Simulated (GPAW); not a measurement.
The Zn K edge of atom 1 in Zn2P2O7 (C2/m), with 2 O at 2.05 Å, 2 O at 2.09 Å and 2 O at 2.35 Å (6-fold, site symmetry 2), was computed in 2 ways: full core hole (charged cell) and no core hole. Program and functional: GPAW, LDA, Gaussian full width 1.67 eV up to 4 eV, rising linearly to 3.5 eV at 25 eV; cells of 11 and 22 atoms (the run without a hole in the smaller).

Each run is counted from its own lowest empty level or Fermi level and scaled to a mean of 1 over its first 20 eV.

| E (eV) | run 1 | run 2 |
| --- | --- | --- |
| -2.00 | 0.00 | 0.00 |
| -1.25 | 0.00 | 0.00 |
| -0.50 | 0.00 | 0.00 |
| 0.25 | 0.01 | 0.00 |
| 1.00 | 0.02 | 0.01 |
| 1.75 | 0.03 | 0.04 |
| 2.50 | 0.14 | 0.11 |
| 3.25 | 0.73 | 0.35 |
| 4.00 | 1.80 | 0.78 |
| 4.75 | 2.33 | 1.13 |
| 5.50 | 2.16 | 1.21 |
| 6.25 | 1.81 | 1.21 |
| 7.00 | 1.64 | 1.27 |
| 7.75 | 1.65 | 1.37 |
| 8.50 | 1.59 | 1.57 |
| 9.25 | 1.45 | 1.78 |
| 10.00 | 1.31 | 1.87 |
| 10.75 | 1.22 | 1.79 |
| 11.50 | 1.11 | 1.59 |
| 12.25 | 0.96 | 1.34 |
| 13.00 | 0.80 | 1.14 |
| 13.75 | 0.70 | 1.03 |
| 14.50 | 0.65 | 0.96 |
| 15.25 | 0.63 | 0.89 |
| 16.00 | 0.61 | 0.86 |
| 16.75 | 0.61 | 0.87 |
| 17.50 | 0.64 | 0.90 |
| 18.25 | 0.67 | 0.89 |
| 19.00 | 0.67 | 0.85 |
| 19.75 | 0.64 | 0.80 |
| 20.50 | 0.61 | 0.77 |
| 21.25 | 0.59 | 0.76 |
| 22.00 | 0.59 | 0.77 |
| 22.75 | 0.60 | 0.77 |
| 23.50 | 0.61 | 0.76 |
| 24.25 | 0.60 | 0.72 |
| 25.00 | 0.59 | 0.69 |
| 25.75 | 0.57 | 0.67 |
| 26.50 | 0.56 | 0.67 |
| 27.25 | 0.56 | 0.69 |
| 28.00 | 0.56 | 0.70 |
| 28.75 | 0.58 | 0.71 |
| 29.50 | 0.60 | 0.71 |
| 30.25 | 0.62 | 0.71 |
| 31.00 | 0.62 | 0.69 |

Question: Which run is which?

Run 1: full core hole (charged cell) (area from −2 to 6 eV 5.6, main maxima 4.8 eV (2.34) and 18.6 eV (0.68)). Run 2: no core hole (area from −2 to 6 eV 2.9, main maxima 10.0 eV (1.87), 17.8 eV (0.90) and 29.2 eV (0.72)). With each curve scaled to its own mean, the area from −2 to 6 eV with the hole is 5.6 against 2.9, and the centre of weight from −1 to 20 eV moves by -1.5 eV: the hole pulls the absorber's empty states down.

[Hosts, paths, dates, database ids (printed as entryN), source tags and the programs' standing remarks are cut or masked in the printed files.]

[Lists of maxima count a maximum above −3 eV only where it reaches 4 % of the highest in the window and stands out from its surroundings by 2 % of it (1.5 % where it reaches 55 %); shoulders and weaker maxima are passed over, and of the rest the first, up to two pre-edge ones and the few strongest are named.]
